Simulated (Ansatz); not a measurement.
**CoSi2 (Fm-3m): phonon-mediated transition temperature**

What Tc do the phonons of CoSi2 (Fm-3m) give, and how does it depend on μ*? The cell shown first is a relaxed one, from steps not shown here.

Method: DFT PBE, scalar-relativistic, plane waves, PAW, in Ansatz 0.2.0.

## Step 1: The cell after earlier relaxation steps

The structure is cubic, space group Fm-3m (No. 225). The conventional cell has a = 5.360 Å, b = 5.360 Å, c = 5.360 Å, α = 90.00°, β = 90.00°, γ = 90.00°. Co has 8 Si at 2.32 Å nearest. Nearest to Si lie 4 Co at 2.32 Å. Farther neighbours are not listed.

## Step 2: Coupling and resistivity: q 2×2×2, k 8×8×8, scattering 12×12×12

The run that gives the couplings also evaluates McMillan's and Allen and Dynes's formulas and, where asked, the Eliashberg equations, over a range of μ*.

Input file input.yaml:

```yaml
crystal:
  lattice:
    - [0.0, 2.6798236633, 2.6798236633]
    - [2.6798236633, 0.0, 2.6798236633]
    - [2.6798236633, 2.6798236633, 0.0]
  atoms:
    - { symbol: Co, position: [0.0, 0.0, 0.0] }
    - { symbol: Si, position: [0.25, 0.25, 0.25] }
    - { symbol: Si, position: [0.75, 0.75, 0.75] }
kpoints:
  mp_grid: { grid: [8, 8, 8] }
hamiltonian:
  xc: pbe
scf:
  occupations: { method: methfessel_paxton, width: 0.2 }
output:
  eigenvalues: true
phonons:
  method: dfpt
  qmesh: [2, 2, 2]
  temperatures: { t_max: 1000, t_step: 50 }
  qpath:
    path:
      - [[0.0, 0.0, 0.0], [0.5, 0.0, 0.5], [0.625, 0.25, 0.625]]
      - [[0.375, 0.375, 0.75], [0.0, 0.0, 0.0], [0.5, 0.5, 0.5], [0.5, 0.25, 0.75], [0.5, 0.0, 0.5]]
    npoints: 10
  electrical_resistivity:
    mesh: [12, 12, 12]
    temperatures: [20.0, 50.0, 80.0, 100.0, 150.0, 200.0, 273.0, 300.0, 400.0, 500.0, 600.0, 800.0]
  superconductivity: { mesh: [12, 12, 12] }
```

Run with:

```bash
> ansatz run input.yaml --threads 8 --pin off --max-ram 16384MiB --backend cpu --events-out ev --progress --plain --runs-dir out
```

Numbers of over 12 decimals in the logs are rounded to 6 here.

Log:

```text
Engine: ansatz 0.2.0, aarch64-unknown-linux-gnu
Pseudopotentials: kind: paw
Pseudopotential: Co, paw, valence charge 17, recommended cutoff 420 eV (normal), Co.paw.azcp
Pseudopotential: Si, paw, valence charge 4, recommended cutoff 420 eV (normal), Si.paw.azcp
Functional definition: PBE
  parameter kappa = 0.804
  parameter beta = 0.066725
  exchange = pbe_x(kappa = kappa, mu = beta*pi^2/3)
  correlation = pbe_c(beta = beta)
Crystal: 3 atoms, lattice volume = 38.490 Å³
Basis set: ecut = 420 eV, 749 PW (Γ), exchange–correlation on 54×54×54 points (8 copies of the dense FFT grid, shifted against one another)
Bands: 17, of which v1, the nominal top of the filled ones, is band 13 counted from 1 (12 counted from 0)
Symmetry: 48 space group operations
k-points: 29 of 512
Non-local potential: Co, projectors of the file, l = 0: 3, l = 1: 2, l = 2: 3, l = 3: 1
Non-local potential: Si, projectors of the file, l = 0: 2, l = 1: 2, l = 2: 2
PAW form: soft (Blöchl's): semilocal exchange-correlation on the pseudo side does not see the compensation charge
PAW one-centre angular grid: Co, 590 points (default); XC on 64 Gauss nodes
PAW one-centre angular grid: Si, 110 points (default); XC on 64 Gauss nodes
Initial density: superposition of atomic densities (neutral atoms: chi_scale 0, normalization atom), corrected by the library's trained network
Initial wavefunctions: pseudopotential atomic-orbital guess
Functional: x = pbe(κ = 0.804, μ = 0.219515), c = pbe(β = 0.066725)
SCF iter   1: F=—  HF=-6399.174356 eV  |F-HF|=—  |Δ(HF+E_count)|=         —  Δρ=5.21e-3  dr2=1.08e-2  ethr=1.77e-3  ⟨swp⟩=5.0  Hψ=2452  notcnv=0
preconditioner: auto → Kerker (q_TF=auto, 2.539 Å⁻¹)  [metal: Δε(μ)=0.118 eV  Ē_g=8.146 eV  σ=0.200 eV  W_gap=0.43  n_scr=14 (ndim 8)  ℏωp=24.7 eV  f_vac=0.002  D(μ)=1.07/eV (n_scr^D=8)]
SCF iter   2: F=—  HF=-6399.173983 eV  |F-HF|=—  |Δ(HF+E_count)|=   3.73e-4  S|Δr|=    0.00e0  Δρ=2.90e-3  dr2=4.05e-3  ethr=4.33e-5  ⟨swp⟩=1.4  Hψ=740  notcnv=0
SCF iter   3: F=—  HF=-6399.173972 eV  |F-HF|=—  |Δ(HF+E_count)|=   1.16e-5  S|Δr|=    0.00e0  Δρ=1.16e-3  dr2=3.28e-4  ethr=1.62e-5  ⟨swp⟩=2.3  Hψ=701  notcnv=0
SCF iter   4: F=—  HF=-6399.174032 eV  |F-HF|=—  |Δ(HF+E_count)|=   6.00e-5  S|Δr|=    0.00e0  Δρ=1.24e-3  dr2=3.96e-4  ethr=1.31e-6  ⟨swp⟩=2.3  Hψ=710  notcnv=0
SCF iter   5: F=—  HF=-6399.174017 eV  |F-HF|=—  |Δ(HF+E_count)|=   1.48e-5  S|Δr|=    0.00e0  Δρ=2.13e-4  dr2=1.29e-5  ethr=1.31e-6  ⟨swp⟩=1.3  Hψ=505  notcnv=0
SCF iter   6: F=—  HF=-6399.174018 eV  |F-HF|=—  |Δ(HF+E_count)|=   1.58e-6  S|Δr|=    0.00e0  Δρ=1.78e-4  dr2=8.28e-6  ethr=5.14e-8  ⟨swp⟩=1.1  Hψ=495  notcnv=0
SCF iter   7: F=—  HF=-6399.174023 eV  |F-HF|=—  |Δ(HF+E_count)|=   4.91e-6  S|Δr|=    0.00e0  Δρ=2.53e-5  dr2=1.90e-7  ethr=3.31e-8  ⟨swp⟩=2.2  Hψ=648  notcnv=0
SCF iter   8: F=—  HF=-6399.174013 eV  |F-HF|=—  |Δ(HF+E_count)|=   1.01e-5  S|Δr|=    0.00e0  Δρ=7.81e-6  dr2=1.46e-8  ethr=7.58e-10  ⟨swp⟩=1.3  Hψ=526  notcnv=0
SCF iter   9: F=-6399.174013 eV  HF=-6399.174013 eV  |F-HF|=6.37e-12  |Δ(HF+E_count)|=   1.39e-9  S|Δr|=    0.00e0  Δρ=1.99e-7  dr2=9.48e-12  ethr=1.00e-12  ⟨swp⟩=6.7  Hψ=2667  notcnv=0
SCF 1 converged in 9 iterations: F = -6399.174013 eV  dr2 = 9.48e-12
  greatest PAW one-centre occupation: 1.000 electrons in one spin orbital (limit 2), on the Co atom at site 0 (counted from 0), in its partial waves of l = 0
phonons: the bands overlap, so this run is a metal and interpolates without the dipole-dipole term. If the crystal is really an insulator or semiconductor, its LO-TO splitting is missing
NSCF: frozen V_eff on 29 k-points
WARN: eigensolver did not converge in 5 slots of this pass, the one above among them; of largest residual over every band (k=16): 1 band(s) unlocked (lowest unlocked band 16, counted from 0; max residual 1.07e-4 eV among the unlocked bands, 1.07e-4 eV over every band); of lowest unlocked band (k=1): band 16
NSCF: frozen V_eff on 59 k-points
DFPT response loops at q = (0, 0, 0) (fractional): preconditioner auto → Kerker (q_TF=auto, 2.539 Å⁻¹) (partly filled bands, converged f_vac=0.000); β = 1.00, the filter's whole step (`scf.mixing.beta` (0.50) is not read by the response loops under this deck's `scf.mixing.preconditioner`; to damp them name `kerker` or `kerker_dos`, under which they read `scf.mixing.beta`, and type it under 1.00, their step now; both keys bind the ground state too); Broyden in place of MSR1
NSCF: frozen V_eff on 300 k-points
DFPT response loops at q = (0, 0, -0.5) (fractional): mixed as the last ones told, above
NSCF: frozen V_eff on 190 k-points
DFPT response loops at q = (0, -0.5, -0.5) (fractional): mixed as the last ones told, above
SCF iter   1: F=—  HF=-6399.174356 eV  |F-HF|=—  |Δ(HF+E_count)|=         —  Δρ=5.21e-3  dr2=1.08e-2  ethr=1.77e-3  ⟨swp⟩=5.0  Hψ=2452  notcnv=0
SCF iter   2: F=—  HF=-6399.173983 eV  |F-HF|=—  |Δ(HF+E_count)|=   3.73e-4  S|Δr|=    0.00e0  Δρ=2.90e-3  dr2=4.05e-3  ethr=4.33e-5  ⟨swp⟩=1.4  Hψ=740  notcnv=0
SCF iter   3: F=—  HF=-6399.173972 eV  |F-HF|=—  |Δ(HF+E_count)|=   1.16e-5  S|Δr|=    0.00e0  Δρ=1.16e-3  dr2=3.28e-4  ethr=1.62e-5  ⟨swp⟩=2.3  Hψ=701  notcnv=0
SCF iter   4: F=—  HF=-6399.174032 eV  |F-HF|=—  |Δ(HF+E_count)|=   6.00e-5  S|Δr|=    0.00e0  Δρ=1.24e-3  dr2=3.96e-4  ethr=1.31e-6  ⟨swp⟩=2.3  Hψ=710  notcnv=0
SCF iter   5: F=—  HF=-6399.174017 eV  |F-HF|=—  |Δ(HF+E_count)|=   1.48e-5  S|Δr|=    0.00e0  Δρ=2.13e-4  dr2=1.29e-5  ethr=1.31e-6  ⟨swp⟩=1.3  Hψ=505  notcnv=0
SCF iter   6: F=—  HF=-6399.174018 eV  |F-HF|=—  |Δ(HF+E_count)|=   1.58e-6  S|Δr|=    0.00e0  Δρ=1.78e-4  dr2=8.28e-6  ethr=5.14e-8  ⟨swp⟩=1.1  Hψ=495  notcnv=0
SCF iter   7: F=—  HF=-6399.174023 eV  |F-HF|=—  |Δ(HF+E_count)|=   4.91e-6  S|Δr|=    0.00e0  Δρ=2.53e-5  dr2=1.90e-7  ethr=3.31e-8  ⟨swp⟩=2.2  Hψ=648  notcnv=0
SCF iter   8: F=—  HF=-6399.174013 eV  |F-HF|=—  |Δ(HF+E_count)|=   1.01e-5  S|Δr|=    0.00e0  Δρ=7.81e-6  dr2=1.46e-8  ethr=7.58e-10  ⟨swp⟩=1.3  Hψ=526  notcnv=0
SCF iter   9: F=-6399.174013 eV  HF=-6399.174013 eV  |F-HF|=5.46e-12  |Δ(HF+E_count)|=   1.39e-9  S|Δr|=    0.00e0  Δρ=1.99e-7  dr2=9.50e-12  ethr=1.00e-12  ⟨swp⟩=3.0  Hψ=1670  notcnv=0
SCF 2 converged in 9 iterations: F = -6399.174013 eV  dr2 = 9.50e-12
NSCF: frozen V_eff on 29 k-points
NSCF: frozen V_eff on 72 k-points
SCF converged after 9 iterations
Stability not checked: this state was not tested for a lower state beside it, because cold or Methfessel-Paxton smearing, or corrected tetrahedra, fill the levels in a way that the test cannot read (fill_not_monotonic; see scf.lower_state_search)
Free energy (F): -6399.174013 eV
[...]
Hall coefficient in a weak field at 20 K (a third of the trace): 2.338e-10 m³/C (how far it moves between the two finest meshes is not known); by each state's relaxation time: 1.877e-10 m³/C; by a constant relaxation time: 2.311e-10 m³/C
  mean free path at 50 K (of a tensor a third of its trace): 543 nm by what each carries, 471 by the Fermi surface alone
  Hall coefficient in a weak field at 50 K (a third of the trace): 2.282e-10 m³/C (how far it moves between the two finest meshes is not known); by each state's relaxation time: 2.035e-10 m³/C; by a constant relaxation time: 2.301e-10 m³/C
  mean free path at 80 K (of a tensor a third of its trace): 126 nm by what each carries, 108 by the Fermi surface alone
  Hall coefficient in a weak field at 80 K (a third of the trace): 2.291e-10 m³/C (how far it moves between the two finest meshes is not known); by each state's relaxation time: 2.066e-10 m³/C; by a constant relaxation time: 2.295e-10 m³/C
  mean free path at 100 K (of a tensor a third of its trace): 69.5 nm by what each carries, 60.6 by the Fermi surface alone
  Hall coefficient in a weak field at 100 K (a third of the trace): 2.259e-10 m³/C (how far it moves between the two finest meshes is not known); by each state's relaxation time: 2.069e-10 m³/C; by a constant relaxation time: 2.295e-10 m³/C
  mean free path at 150 K (of a tensor a third of its trace): 28.1 nm by what each carries, 25.5 by the Fermi surface alone
  Hall coefficient in a weak field at 150 K (a third of the trace): 2.178e-10 m³/C (how far it moves between the two finest meshes is not known); by each state's relaxation time: 2.043e-10 m³/C; by a constant relaxation time: 2.295e-10 m³/C
  mean free path at 200 K (of a tensor a third of its trace): 16.9 nm by what each carries, 15.6 by the Fermi surface alone
  Hall coefficient in a weak field at 200 K (a third of the trace): 2.129e-10 m³/C (how far it moves between the two finest meshes is not known); by each state's relaxation time: 2.014e-10 m³/C; by a constant relaxation time: 2.297e-10 m³/C
  mean free path at 273 K (of a tensor a third of its trace): 10.7 nm by what each carries, 10.1 by the Fermi surface alone
  Hall coefficient in a weak field at 273 K (a third of the trace): 2.098e-10 m³/C (how far it moves between the two finest meshes is not known); by each state's relaxation time: 1.993e-10 m³/C; by a constant relaxation time: 2.299e-10 m³/C
  mean free path at 300 K (of a tensor a third of its trace): 9.49 nm by what each carries, 8.93 by the Fermi surface alone
  Hall coefficient in a weak field at 300 K (a third of the trace): 2.094e-10 m³/C (how far it moves between the two finest meshes is not known); by each state's relaxation time: 1.991e-10 m³/C; by a constant relaxation time: 2.300e-10 m³/C
  mean free path at 400 K (of a tensor a third of its trace): 6.72 nm by what each carries, 6.33 by the Fermi surface alone
  Hall coefficient in a weak field at 400 K (a third of the trace): 2.092e-10 m³/C (how far it moves between the two finest meshes is not known); by each state's relaxation time: 1.992e-10 m³/C; by a constant relaxation time: 2.303e-10 m³/C
  mean free path at 500 K (of a tensor a third of its trace): 5.24 nm by what each carries, 4.93 by the Fermi surface alone
  Hall coefficient in a weak field at 500 K (a third of the trace): 2.101e-10 m³/C (how far it moves between the two finest meshes is not known); by each state's relaxation time: 2.002e-10 m³/C; by a constant relaxation time: 2.308e-10 m³/C
  mean free path at 600 K (of a tensor a third of its trace): 4.32 nm by what each carries, 4.05 by the Fermi surface alone
  Hall coefficient in a weak field at 600 K (a third of the trace): 2.117e-10 m³/C (how far it moves between the two finest meshes is not known); by each state's relaxation time: 2.017e-10 m³/C; by a constant relaxation time: 2.313e-10 m³/C
  mean free path at 800 K (of a tensor a third of its trace): 3.23 nm by what each carries, 3.00 by the Fermi surface alone
  Hall coefficient in a weak field at 800 K (a third of the trace): 2.160e-10 m³/C (how far it moves between the two finest meshes is not known); by each state's relaxation time: 2.057e-10 m³/C; by a constant relaxation time: 2.326e-10 m³/C
  the resistivity times a path that all electrons share, by the Fermi surface of the deck's mesh alone (a third of the trace): 9.634e-16 Ω·m²
  not converged in the mesh (the resistivity at 20 K by 3.79 %; the resistivity at 50 K by 7.04 %; the resistivity at 80 K by 7.46 %; the resistivity at 100 K by 7.50 %; the resistivity at 150 K by 7.87 %; the resistivity at 200 K by 8.21 %; the resistivity at 273 K by 8.45 %; the resistivity at 300 K by 8.49 %; the resistivity at 400 K by 8.50 %; the resistivity at 500 K by 8.43 %; the resistivity at 600 K by 8.34 % [...]
  vibrations of 8 cells: unjudged by the run; compare a larger repeat
  the changes of the potential over all sites missed a rigid shift's by 0.00 % (the site terms' by 0.01 %)
  at the force constants' own smearing the fine mesh and the k-points of their solves give squared frequencies that differ by 10.9 % of the larger at the most, at (0, 0, 0)
--- Superconductivity: potentials and phonons of a 2×2×2 supercell ---
           mesh         λ    ħω_log (meV)  μ* declared at (meV)
       12×12×12    0.4001          25.786               31.373
          6×6×6    0.3962          25.959               31.410
          3×3×3    0.4589          27.489               32.441
  λ by the species' shares of the modes' patterns: Co 0.1671, Si 0.2330
  with the Fermi level up to 48.1 meV (the hardest mode) off, states and modes as they are: density of states 0.4994 to 0.5540 /eV of one spin and cell, λ 0.3847 to 0.4193
  transition temperature on the deck's mesh (K), isotropic and anisotropic, restricted to the Fermi surface (FSR) and over the full bandwidth (FBW), and the last with the density of states resolved in a narrower window:
        μ*   McMillan   Allen–Dynes      iso. FSR      iso. FBW    aniso. FSR    aniso. FBW  narrow window
      0.08      1.953         1.988         1.768         1.772         1.955         1.960          1.960
      0.10      1.258         1.278         1.100         1.103         1.257         1.260          1.260
      0.12      0.743         0.753         0.629         0.631         0.753         0.755          0.755
      0.13      0.547         0.555         0.458         0.460         0.565         0.567          0.566
      0.14      0.390         0.395         0.323         0.325         0.413         0.415          0.414
      0.16      0.174         0.177         0.144         0.145         0.203         0.204          0.204
      0.20      0.016         0.016    none_found    none_found    none_found    none_found     none_found
  none_found: no transition down to 0.1 K
  isotope coefficients −∂ln Tc/∂ln M under μ* = 0.13, the force constants as they are, of the isotropic transitions restricted to the Fermi surface and over the full bandwidth: Co 0.182 and 0.182, Si 0.037 and 0.038
  gaps at the Fermi level over the full bandwidth under μ* = 0.1, 0.315 K: 0.115 to 0.283 meV
  gaps at the Fermi level over the full bandwidth under μ* = 0.13, 0.142 K: 0.046 to 0.133 meV
  gaps at the Fermi level over the full bandwidth under μ* = 0.16, 0.051 K: 0.014 to 0.050 meV
  converged in the mesh: between neighbouring meshes, the two finest first, λ moves by 0.98 % and 15.84 % and the anisotropic transition temperature over the full bandwidth at μ* = 0.13 by 2.22 % and 184.62 %; converged means that the two finest part by at most 2.00 % and 5.00 %
  vibrations of 8 cells: unjudged by the run; compare a larger repeat
  the changes of the potential over all sites missed a rigid shift's by 0.00 % (the site terms' by 0.01 %)
  at the force constants' own smearing the fine mesh and the k-points of their solves give squared frequencies that differ by 10.9 % of the larger at the most, at (0, 0, 0)
[key lines of the parts left out:]
Fermi energy:    12.817816 eV
```

Run time: 49 s. Hardware: 8 threads of Arm Neoverse V2, shared host; peak memory 2.4 GiB.

This run has no spin polarisation, although Co can carry a moment.

Numbers from this step:

```
volume per atom                                                                : 12.83 Å³
metallic on mesh                                                               : yes
gap on the k-mesh                                                              : 0 eV
zero point energy                                                              : 0.1545 eV/cell
share of imaginary modes in the plain interpolation between solved wavevectors : 0
highest frequency, solved or plainly interpolated                              : 378.5 cm⁻¹
Debye temperature (second moment)                                              : 537 K
resistivity at 300 K                                                           : 10.79 μΩ cm
coupling constant λ                                                            : 0.4001
density of states at the Fermi level                                           : 0.524 states/eV a spin and cell
log mean phonon energy ħω_log                                                  : 25.79 meV
transport coupling constant λ_tr                                               : 0.3929, 0.3929, 0.3929 (xx, yy, zz)
Drude plasma energy                                                            : 6.189, 6.189, 6.189 eV (xx, yy, zz)
resistivity times mean free path                                               : 9.634, 9.634, 9.634 × 10⁻¹⁶ Ω m² (xx, yy, zz)
second-moment phonon energy ħω₂                                                : 31.37 meV
```

An empty cell: under 1 mK by a formula, or no transition down to the floor of the Eliashberg search. Transition temperatures:

```
  μ*  McMillan Tc (K)  Allen–Dynes Tc (K)  isotropic Fermi-surface Tc (K)  isotropic full bandwidth Tc (K)  anisotropic Fermi-surface Tc (K)  anisotropic full bandwidth Tc (K)  anisotropic narrow window Tc (K)
0.08             1.95                1.99                            1.77                             1.77                              1.96                               1.96                              1.96
 0.1             1.26                1.28                             1.1                              1.1                              1.26                               1.26                              1.26
0.12            0.743               0.753                           0.629                            0.631                             0.753                              0.755                             0.755
0.13            0.547               0.555                           0.458                             0.46                             0.565                              0.567                             0.566
0.14             0.39               0.395                           0.323                            0.325                             0.413                              0.415                             0.414
0.16            0.174               0.177                           0.144                            0.145                             0.203                              0.204                             0.204
 0.2           0.0157              0.0158                               -                                -                                 -                                  -                                 -
```

[end of part 1 of 2]

[Logs are printed without paths, hosts, clocks, repeated set-up lines and the standing remarks that a program may print on its own settings, such as how far it seeks lower states.]

[Hosts, paths, dates, database ids (printed as entryN), source tags and the programs' standing remarks are cut or masked in the printed files.]
